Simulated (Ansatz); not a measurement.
**K2RbRh, from a guessed structure to a relaxed one**

This structure for K2RbRh is made up. Its elements were placed in a known structure type with a cell scaled to their sizes. What cell does the guess relax to, and how far off was it?

Calculated with Ansatz 0.2.0; DFT, PBE, plane-wave PAW, files of the set soft_1, scalar-relativistic, no spin, cell and ions relaxed at zero pressure; PAW set soft_1, in the first sound run; inputs show where later runs differ.

## Step 1: Starting point

The structure is tetragonal, space group P4/mbm (No. 127). Conventional cell: a = 7.706 Å, b = 7.706 Å, c = 5.424 Å, α = 90.00°, β = 90.00°, γ = 90.00°. Nearest to Rh lie 4 K at 3.24 Å and 4 Rb at 3.85 Å. Nearest to Rb lie 4 Rh at 3.85 Å and 8 K at 3.96 Å. K has 2 Rh at 3.24 Å and 1 K at 3.55 Å and 4 Rb at 3.96 Å nearest. Farther neighbours are not listed.

## Step 2: Relaxation of the guess

The guess takes its coordinates from another compound and its volume from a rule, so the cell and any free coordinates are relaxed together.

Input file input.yaml:

```yaml
crystal:
  lattice:
    - [7.706, 0.0, 0.0]
    - [0.0, 7.706, 0.0]
    - [0.0, 0.0, 5.424]
  atoms:
    - { symbol: Rh, position: [0.0, 0.5, 0.0] }
    - { symbol: Rh, position: [0.5, 0.0, 0.0] }
    - { symbol: Rb, position: [0.0, 0.0, 0.0] }
    - { symbol: Rb, position: [0.5, 0.5, 0.0] }
    - { symbol: K, position: [0.3373, 0.1627, 0.5] }
    - { symbol: K, position: [0.6627, 0.8373, 0.5] }
    - { symbol: K, position: [0.8373, 0.3373, 0.5] }
    - { symbol: K, position: [0.1627, 0.6627, 0.5] }
kpoints:
  mp_grid: { grid: [4, 4, 5] }
scf:
  occupations: { method: fermi_dirac, width: 0.05 }
hamiltonian:
  xc: pbe
  pseudopotentials: { kind: paw, azcp: { folder: soft_1 } }
relax:
  f_tol: 0.015
  max_steps: 70
  cell: {}
output:
  forces: true
  stress: true
```

Launch:

```console
$ ansatz run input.yaml --threads 4 --pin off --max-ram 10240MiB --backend cpu --events-out ev --progress --plain --runs-dir out
```

Numbers of over 12 decimals in the logs are rounded to 6 here.

The log of the run:

```text
Engine: ansatz 0.2.0, aarch64-unknown-linux-gnu
Pseudopotentials: kind: paw
Pseudopotential: Rh, paw, valence charge 17, recommended cutoff 420 eV (normal), soft_1/Rh.paw.azcp
Pseudopotential: Rb, paw, valence charge 9, recommended cutoff 420 eV (normal), soft_1/Rb.paw.azcp
Pseudopotential: K, paw, valence charge 9, recommended cutoff 420 eV (normal), soft_1/K.paw.azcp
Functional definition: PBE
  parameter kappa = 0.804
  parameter beta = 0.066725
  exchange = pbe_x(kappa = kappa, mu = beta*pi^2/3)
  correlation = pbe_c(beta = beta)
Crystal: 8 atoms, lattice volume = 322.090 Å³
Basis set: ecut = 420 eV, 6271 PW (Γ), exchange–correlation on 108×108×80 points (8 copies of the dense FFT grid, shifted against one another)
Bands: 53, of which v1, the nominal top of the filled ones, is band 44 counted from 1 (43 counted from 0)
Symmetry: 16 space group operations
Space group: P4/mbm (ITA 127), of the structure as read, at distance tolerance 6.9e-5 Å
k-points: 18 of 80
Non-local potential: Rh, projectors of the file, l = 0: 3, l = 1: 2, l = 2: 2, l = 3: 1
Non-local potential: Rb, projectors of the file, l = 0: 3, l = 1: 2, l = 2: 2
Non-local potential: K, projectors of the file, l = 0: 3, l = 1: 2, l = 2: 2
PAW form: soft (Blöchl's): semilocal exchange-correlation on the pseudo side does not see the compensation charge
PAW one-centre angular grid: Rh, 590 points (default); XC on 64 Gauss nodes
PAW one-centre angular grid: Rb, 110 points (default); XC on 64 Gauss nodes
PAW one-centre angular grid: K, 110 points (default); XC on 64 Gauss nodes
Initial density: superposition of atomic densities (chi_scale 0.1, normalization cell, long waves kept (reshape's long-wave potential 0.00 eV rms))
Initial wavefunctions: pseudopotential atomic-orbital guess
Functional: x = pbe(κ = 0.804, μ = 0.219515), c = pbe(β = 0.066725)
SCF iter   1: F=—  HF=-25514.126356 eV  |F-HF|=—  |Δ(HF+E_count)|=         —  Δρ=2.47e-1  dr2=4.92e2  ethr=3.10e-3  ⟨swp⟩=10.9  Hψ=4349  notcnv=0
preconditioner: auto → Kerker (q_TF=auto, 2.198 Å⁻¹)  [metal: Δε(μ)=0.025 eV  Ē_g=1.851 eV  σ=0.050 eV  W_gap=0.13  n_scr=62 (ndim 8)  ℏωp=10.1 eV  f_vac=0.000  D(μ)=14.61/eV (n_scr^D=136)]
SCF iter   2: F=—  HF=-25486.491883 eV  |F-HF|=—  |Δ(HF+E_count)|=    2.76e1  Δρ=2.46e-2  dr2=3.27e0  ethr=3.10e-3  ⟨swp⟩=4.6  Hψ=3446  notcnv=0
SCF iter   3: F=—  HF=-25486.515937 eV  |F-HF|=—  |Δ(HF+E_count)|=   2.41e-2  Δρ=1.15e-2  dr2=8.75e-1  ethr=3.10e-3  ⟨swp⟩=1.2  Hψ=1101  notcnv=0  defer=6
SCF iter   4: F=—  HF=-25486.543732 eV  |F-HF|=—  |Δ(HF+E_count)|=   2.78e-2  Δρ=3.20e-3  dr2=7.69e-2  ethr=9.95e-4  ⟨swp⟩=2.1  Hψ=1048  notcnv=0  defer=25
SCF iter   5: F=—  HF=-25486.541626 eV  |F-HF|=—  |Δ(HF+E_count)|=   2.11e-3  Δρ=2.05e-3  dr2=1.81e-2  ethr=8.74e-5  ⟨swp⟩=3.0  Hψ=1556  notcnv=0  defer=25
SCF iter   6: F=—  HF=-25486.540608 eV  |F-HF|=—  |Δ(HF+E_count)|=   1.02e-3  Δρ=9.42e-4  dr2=7.11e-3  ethr=2.06e-5  ⟨swp⟩=2.6  Hψ=1639  notcnv=0  defer=25
SCF iter   7: F=—  HF=-25486.540258 eV  |F-HF|=—  |Δ(HF+E_count)|=   3.51e-4  Δρ=3.85e-4  dr2=7.35e-4  ethr=8.08e-6  ⟨swp⟩=1.1  Hψ=948  notcnv=0  defer=25
SCF iter   8: F=—  HF=-25486.540294 eV  |F-HF|=—  |Δ(HF+E_count)|=   3.66e-5  Δρ=2.17e-4  dr2=1.62e-4  ethr=8.36e-7  ⟨swp⟩=2.3  Hψ=1319  notcnv=0  defer=25
SCF iter   9: F=—  HF=-25486.540299 eV  |F-HF|=—  |Δ(HF+E_count)|=   4.09e-6  Δρ=1.25e-4  dr2=1.11e-4  ethr=1.84e-7  ⟨swp⟩=2.3  Hψ=1559  notcnv=0  defer=25
SCF iter  10: F=—  HF=-25486.540295 eV  |F-HF|=—  |Δ(HF+E_count)|=   3.18e-6  Δρ=2.20e-5  dr2=2.29e-6  ethr=1.26e-7  ⟨swp⟩=1.4  Hψ=953  notcnv=0  defer=25
SCF iter  11: F=—  HF=-25486.540532 eV  |F-HF|=—  |Δ(HF+E_count)|=   2.36e-4  Δρ=7.97e-6  dr2=3.26e-7  ethr=2.60e-9  ⟨swp⟩=2.0  Hψ=1199  notcnv=0  defer=25
SCF iter  12: F=-25486.540532 eV  HF=-25486.540532 eV  |F-HF|=6.39e-9  |Δ(HF+E_count)|=   1.28e-7  Δρ=2.50e-6  dr2=1.86e-8  ethr=1.14e-10  ⟨swp⟩=4.1  Hψ=3053  notcnv=0
SCF 1 converged in 12 iterations: F = -25486.540532 eV  dr2 = 1.86e-8
  greatest PAW one-centre occupation: 1.000 electrons in one spin orbital (limit 2), on the Rh atom at site 1 (counted from 0), in its partial waves of l = 0
relax step   1: F+E_penalty+E_count = -25486.54053172 eV  Δ(F+E_penalty+E_count) = +0.000e0 eV  max|allowed force component| = 6.823e-2 eV/Å  Δτ_max = 0.0000 Å  P = +0.502 GPa  Ω = 322.090 Å³  (12 SCF iters, dr2 threshold 1.00e-7 eV, accepted)
Crystal: 8 atoms, lattice volume = 326.607 Å³
Basis set: ecut = 420 eV, 6367 PW (Γ), exchange–correlation on 108×108×80 points (8 copies of the dense FFT grid, shifted against one another)
Initial density: handed on by an earlier stage of this run
Initial wavefunctions: those handed on with the density
iter 1 solved again at ethr=1.34e-5 eV; its pass at ethr=3.10e-3 eV (dr2=1.18e-2 eV) is discarded
SCF iter   1: F=—  HF=-25486.558347 eV  |F-HF|=—  |Δ(HF+E_count)|=         —  Δρ=1.48e-3  dr2=1.25e-2  ethr=1.34e-5  ⟨swp⟩=1.8  Hψ=4179  notcnv=0
preconditioner: auto → Kerker (q_TF=auto, 2.193 Å⁻¹)  [metal: Δε(μ)=0.030 eV  Ē_g=10.279 eV  σ=0.050 eV  W_gap=0.15  n_scr=62 (ndim 8)  ℏωp=15.9 eV  f_vac=0.000  D(μ)=9.14/eV (n_scr^D=62)]
SCF iter   2: F=—  HF=-25486.557356 eV  |F-HF|=—  |Δ(HF+E_count)|=   9.90e-4  Δρ=5.22e-4  dr2=1.59e-3  ethr=1.34e-5  ⟨swp⟩=1.1  Hψ=955  notcnv=0
SCF iter   3: F=—  HF=-25486.557209 eV  |F-HF|=—  |Δ(HF+E_count)|=   1.47e-4  Δρ=1.31e-4  dr2=1.42e-4  ethr=1.81e-6  ⟨swp⟩=2.0  Hψ=1031  notcnv=0
SCF iter   4: F=—  HF=-25486.557439 eV  |F-HF|=—  |Δ(HF+E_count)|=   2.30e-4  Δρ=7.97e-5  dr2=7.19e-5  ethr=1.61e-7  ⟨swp⟩=2.0  Hψ=1081  notcnv=0
SCF iter   5: F=—  HF=-25486.557434 eV  |F-HF|=—  |Δ(HF+E_count)|=   5.40e-6  Δρ=2.64e-5  dr2=6.96e-6  ethr=8.17e-8  ⟨swp⟩=1.1  Hψ=955  notcnv=0
SCF iter   6: F=-25486.557434 eV  HF=-25486.557434 eV  |F-HF|=1.18e-8  |Δ(HF+E_count)|=   1.39e-7  Δρ=1.02e-5  dr2=3.98e-7  ethr=7.84e-10  ⟨swp⟩=2.8  Hψ=3526  notcnv=0
SCF 2 converged in 6 iterations: F = -25486.557434 eV  dr2 = 3.98e-7
relax step   2: F+E_penalty+E_count = -25486.55743374 eV  Δ(F+E_penalty+E_count) = -1.690e-2 eV  max|allowed force component| = 4.512e-2 eV/Å  Δτ_max = 0.0152 Å  P = +0.344 GPa  Ω = 326.607 Å³  energy of the carried Pulay correction = -1.589e-4 eV  (6 SCF iters, dr2 threshold 6.90e-7 eV, accepted)
Crystal: 8 atoms, lattice volume = 337.224 Å³
Basis set: ecut = 420 eV, 6595 PW (Γ), exchange–correlation on 108×108×80 points (8 copies of the dense FFT grid, shifted against one another)
iter 1 solved again at ethr=9.41e-5 eV; its pass at ethr=3.10e-3 eV (dr2=8.28e-2 eV) is discarded
SCF iter   1: F=—  HF=-25486.580160 eV  |F-HF|=—  |Δ(HF+E_count)|=         —  Δρ=3.75e-3  dr2=8.95e-2  ethr=9.41e-5  ⟨swp⟩=1.4  Hψ=4680  notcnv=0
preconditioner: auto → Kerker (q_TF=auto, 2.181 Å⁻¹)  [metal: Δε(μ)=0.067 eV  Ē_g=10.259 eV  σ=0.050 eV  W_gap=0.32  n_scr=62 (ndim 8)  ℏωp=15.7 eV  f_vac=0.000  D(μ)=8.88/eV (n_scr^D=62)]
SCF iter   2: F=—  HF=-25486.573943 eV  |F-HF|=—  |Δ(HF+E_count)|=   6.22e-3  Δρ=1.30e-3  dr2=1.12e-2  ethr=9.41e-5  ⟨swp⟩=1.1  Hψ=955  notcnv=0
SCF iter   3: F=—  HF=-25486.573066 eV  |F-HF|=—  |Δ(HF+E_count)|=   8.77e-4  Δρ=3.02e-4  dr2=7.21e-4  ethr=1.27e-5  ⟨swp⟩=1.8  Hψ=992  notcnv=0
SCF iter   4: F=—  HF=-25486.573074 eV  |F-HF|=—  |Δ(HF+E_count)|=   7.62e-6  Δρ=1.85e-4  dr2=4.01e-4  ethr=8.19e-7  ⟨swp⟩=2.0  Hψ=1065  notcnv=0
SCF iter   5: F=—  HF=-25486.573054 eV  |F-HF|=—  |Δ(HF+E_count)|=   1.94e-5  Δρ=8.23e-5  dr2=5.93e-5  ethr=4.55e-7  ⟨swp⟩=1.0  Hψ=954  notcnv=0
SCF iter   6: F=—  HF=-25486.573228 eV  |F-HF|=—  |Δ(HF+E_count)|=   1.74e-4  Δρ=2.61e-5  dr2=3.61e-6  ethr=6.74e-8  ⟨swp⟩=2.1  Hψ=1416  notcnv=0
SCF iter   7: F=—  HF=-25486.573228 eV  |F-HF|=—  |Δ(HF+E_count)|=   3.16e-7  Δρ=1.71e-5  dr2=6.12e-7  ethr=4.11e-9  ⟨swp⟩=2.0  Hψ=1297  notcnv=0
SCF iter   8: F=-25486.573228 eV  HF=-25486.573228 eV  |F-HF|=7.32e-9  |Δ(HF+E_count)|=   1.05e-8  Δρ=5.31e-6  dr2=1.14e-7  ethr=3.74e-10  ⟨swp⟩=4.0  Hψ=2925  notcnv=0
SCF 3 converged in 8 iterations: F = -25486.573228 eV  dr2 = 1.14e-7
relax step   3: F+E_penalty+E_count = -25486.57322831 eV  Δ(F+E_penalty+E_count) = -1.579e-2 eV  max|allowed force component| = 2.704e-3 eV/Å  Δτ_max = 0.0282 Å  P = +0.025 GPa  Ω = 337.224 Å³  energy of the carried Pulay correction = -5.238e-4 eV  (8 SCF iters, dr2 threshold 3.29e-7 eV, accepted)
Initial wavefunctions: pseudopotential atomic-orbital guess (no wavefunctions were taken with the density)
iter 1 solved again at ethr=2.21e-5 eV; its pass at ethr=3.10e-3 eV (dr2=1.94e-2 eV) is discarded
SCF iter   1: F=—  HF=-25486.475283 eV  |F-HF|=—  |Δ(HF+E_count)|=         —  Δρ=1.31e-3  dr2=9.23e-3  ethr=2.21e-5  ⟨swp⟩=2.4  Hψ=5250  notcnv=0
preconditioner: auto → Kerker (q_TF=auto, 2.181 Å⁻¹)  [metal: Δε(μ)=0.043 eV  Ē_g=10.269 eV  σ=0.050 eV  W_gap=0.21  n_scr=62 (ndim 8)  ℏωp=15.7 eV  f_vac=0.000  D(μ)=9.61/eV (n_scr^D=66)]
SCF iter   2: F=—  HF=-25486.552615 eV  |F-HF|=—  |Δ(HF+E_count)|=   7.73e-2  Δρ=5.94e-4  dr2=8.74e-4  ethr=1.05e-5  ⟨swp⟩=2.0  Hψ=1134  notcnv=0
SCF iter   3: F=—  HF=-25486.564333 eV  |F-HF|=—  |Δ(HF+E_count)|=   1.17e-2  Δρ=4.26e-4  dr2=7.24e-4  ethr=9.93e-7  ⟨swp⟩=1.6  Hψ=991  notcnv=0
SCF iter   4: F=—  HF=-25486.572640 eV  |F-HF|=—  |Δ(HF+E_count)|=   8.31e-3  Δρ=2.19e-4  dr2=3.70e-4  ethr=8.23e-7  ⟨swp⟩=1.1  Hψ=958  notcnv=0
SCF iter   5: F=—  HF=-25486.573432 eV  |F-HF|=—  |Δ(HF+E_count)|=   7.93e-4  Δρ=8.24e-5  dr2=7.28e-5  ethr=4.21e-7  ⟨swp⟩=1.0  Hψ=954  notcnv=0
SCF iter   6: F=—  HF=-25486.573482 eV  |F-HF|=—  |Δ(HF+E_count)|=   4.98e-5  Δρ=3.17e-5  dr2=1.10e-5  ethr=8.27e-8  ⟨swp⟩=1.0  Hψ=954  notcnv=0
SCF iter   7: F=—  HF=-25486.573477 eV  |F-HF|=—  |Δ(HF+E_count)|=   4.87e-6  Δρ=7.43e-6  dr2=5.18e-7  ethr=1.25e-8  ⟨swp⟩=1.8  Hψ=1015  notcnv=0
SCF iter   8: F=—  HF=-25486.573664 eV  |F-HF|=—  |Δ(HF+E_count)|=   1.87e-4  Δρ=6.01e-6  dr2=3.33e-7  ethr=5.89e-10  ⟨swp⟩=1.8  Hψ=1019  notcnv=0
SCF iter   9: F=—  HF=-25486.573664 eV  |F-HF|=—  |Δ(HF+E_count)|=   1.54e-8  Δρ=2.96e-6  dr2=7.99e-8  ethr=3.78e-10  ⟨swp⟩=1.0  Hψ=954  notcnv=0
SCF iter  10: F=—  HF=-25486.573664 eV  |F-HF|=—  |Δ(HF+E_count)|=   4.80e-9  Δρ=4.47e-7  dr2=1.63e-9  ethr=9.08e-11  ⟨swp⟩=1.7  Hψ=981  notcnv=0
SCF iter  11: F=—  HF=-25486.573664 eV  |F-HF|=—  |Δ(HF+E_count)|=  9.46e-11  Δρ=1.35e-7  dr2=1.31e-10  ethr=1.85e-12  ⟨swp⟩=2.0  Hψ=1218  notcnv=0
SCF iter  12: F=—  HF=-25486.573664 eV  |F-HF|=—  |Δ(HF+E_count)|=  8.37e-11  Δρ=1.33e-7  dr2=1.27e-10  ethr=1.00e-12  ⟨swp⟩=4.1  Hψ=3142  notcnv=0
SCF iter  13: F=-25486.573664 eV  HF=-25486.573664 eV  |F-HF|=7.28e-12  |Δ(HF+E_count)|=  3.64e-12  Δρ=2.26e-8  dr2=3.27e-12  ethr=1.00e-12  ⟨swp⟩=3.0  Hψ=2854  notcnv=0
SCF 4 converged in 13 iterations: F = -25486.573664 eV  dr2 = 3.27e-12
  greatest PAW one-centre occupation: 1.000 electrons in one spin orbital (limit 2), on the Rh atom at site 0 (counted from 0), in its partial waves of l = 0
relax step   4: F+E_penalty+E_count = -25486.57366441 eV  Δ(F+E_penalty+E_count) = -4.361e-4 eV  max|allowed force component| = 2.732e-3 eV/Å  Δτ_max = 0.0000 Å  P = +0.023 GPa  Ω = 337.224 Å³  stress off target by 2.97e-2 GPa  SCF on the basis re-selected at this cell (its energy is not comparable with the rows above)  (13 SCF iters)
basis re-selected at this cell: Δ(F+E_penalty+E_count) = -4.361e-4 eV, ΔP = -0.002 GPa vs the last step (what re-selecting the basis moved, of the pressure what is left beyond the Pulay correction that the steps carried, after the strain that the cell walked since its last selection, with what the two solves' SCF thresholds leave and, on support functions, any second-order correction that the steps lacked; it is no m [...]
SCF converged after 13 iterations
Free energy (F): -25486.573664 eV
Harris-Foulkes:  -25486.573664 eV  (|F-HF|=7.28e-12)
Internal energy: -25486.478129 eV  (E = F + TS)
E sigma→0 (E₀):  -25486.525897 eV
Entropy (-TS):   -0.095536 eV (-11.942 meV/atom)
Fermi energy:    4.726678 eV
--- Per-component energies (eV) ---
  E_band       = -1296.006685
  E_kinetic    = 2453.664915
  E_local      = -9982.358036  (includes V_loc(G=0)·N_el)
  E_nonlocal   = 1038.482838
  E_hartree    = 3695.619363
  E_xc         = -1184.241876
  E_vxc        = -1413.783894  (∫ρ·V_xc dr)
  E_paw        = -15585.109172  (= ΣΔE_a)
  E_vpaw       = -783.251222  (= ΣTr[D̂ρ^β])
  E_aug_tail   = 0.000145  (compensation charges beyond the density's cutoff)
  E_ewald      = -5922.536304
  E_smearing   = -0.095536  (= −TS)
  E_closure    = -0.000000  (closes the sum)
  Σ components = -25486.573664   (vs F -25486.573664, Δ=0.00e0)
--- Forces (eV/Å), atoms counted from 1 ---
  atom   1  Rh     0.00000000     0.00000000     0.00000000
  atom   2  Rh     0.00000000     0.00000000     0.00000000
  atom   3  Rb    -0.00000000     0.00000000     0.00000000
  atom   4  Rb     0.00000000     0.00000000     0.00000000
  atom   5  K     -0.00273167     0.00273167     0.00000000
  atom   6  K      0.00273167    -0.00273167     0.00000000
  atom   7  K     -0.00273167    -0.00273167     0.00000000
  atom   8  K      0.00273167     0.00273167     0.00000000
  max |Σ_I F_I| component: 8.67e-19 eV/Å
--- Stress (GPa, compression-positive) ---
        0.029678       0.000000       0.000000
        0.000000       0.029678       0.000000
        0.000000       0.000000       0.008654
  P = ⅓ Tr σ = 0.0227 GPa (0.227 kbar)
--- Relaxed structure (3 steps of the walk, 3 accepted, 1 SCFs on fresh bases) ---
  F+E_penalty+E_count = -25486.57366441 eV   max|allowed force component| = 2.732e-3 eV/Å   (the final SCF, on the basis selected at the relaxed cell)
  cell:  # Å, volume = 337.2242 Å³
    - [7.856183, 0, 0.0]
    - [0, 7.856183, 0.0]
    - [0.0, 0.0, 5.463809]
  atoms:
    - { symbol: Rh, position: [0, 0.5, 0.0] }
    - { symbol: Rh, position: [0.5, 0, 0.0] }
    - { symbol: Rb, position: [0, 0, 0.0] }
    - { symbol: Rb, position: [0.5, 0.5, 0.0] }
    - { symbol: K, position: [0.333318, 0.166682, 0.5] }
    - { symbol: K, position: [0.666682, 0.833318, 0.5] }
    - { symbol: K, position: [0.833318, 0.333318, 0.5] }
    - { symbol: K, position: [0.166682, 0.666682, 0.5] }
```

Run time: 17 s. Hardware: 4 threads of Arm Neoverse V2, shared host; peak memory 1 GiB; 63 s of CPU time.

The steps of the relaxation:

| step | energy less that of the first step (eV) | largest force component (eV/Å) | pressure (GPa) | volume (Å³) |
| --- | --- | --- | --- | --- |
| 1 | 0.0000 | 0.0682 | 0.50 | 322.09 |
| 2 | -0.0169 | 0.0451 | 0.34 | 326.61 |
| 3 | -0.0327 | 0.0027 | 0.02 | 337.22 |
| 4* | -0.0331 | 0.0027 | 0.02 | 337.22 |

Relaxation steps marked * repeat the geometry before them on a plane-wave basis chosen anew for their cell, so energy and pressure can jump there.

The run keeps the 16 symmetry operations that it works with, so distortions that break them were not tested.

| conventional cell, symmetrised | before | after | change |
| --- | --- | --- | --- |
| a (Å) | 7.706 | 7.856 | +1.9 % |
| b (Å) | 7.706 | 7.856 | +1.9 % |
| c (Å) | 5.424 | 5.464 | +0.7 % |
| volume (Å³/atom) | 40.26 | 42.15 | +4.7 % |

The atoms that moved most (Å, as changes of fractional coordinates times the final cell):

| atom | dx | dy | dz | length |
| --- | --- | --- | --- | --- |
| K5 | -0.031 | 0.031 | 0.000 | 0.044 |
| K8 | 0.031 | 0.031 | 0.000 | 0.044 |
| K7 | -0.031 | -0.031 | 0.000 | 0.044 |
| K6 | 0.031 | -0.031 | 0.000 | 0.044 |

This step gave:

* free energy: -25486.5737 eV
* energy at zero smearing: -25486.5259 eV
* smearing term TS: 0.09554 eV
* Fermi energy: 4.727 eV
* electrons: 88
* symmetry operations: 16
* pressure: 0.02267 GPa

Shortest distances by pair of elements, guess and relaxed (not always the same contact):

| pair | guess (Å) | relaxed (Å) |
| --- | --- | --- |
| K–Rh | 3.240 | 3.300 |
| K–K | 3.546 | 3.704 |
| Rb–Rh | 3.853 | 3.928 |
| K–Rb | 3.960 | 4.004 |
| Rh–Rh | 5.424 | 5.464 |

The relaxation ends with a largest force component of 0.0027 eV/Å and a pressure of 0.02 GPa.

(Part 1 of 2 ends here.)

[Logs are printed without paths, hosts, clocks, repeated set-up lines and the standing remarks that a program may print on its own settings, such as how far it seeks lower states.]

[Hosts, paths, dates, database ids (printed as entryN), source tags and the programs' standing remarks are cut or masked in the printed files.]
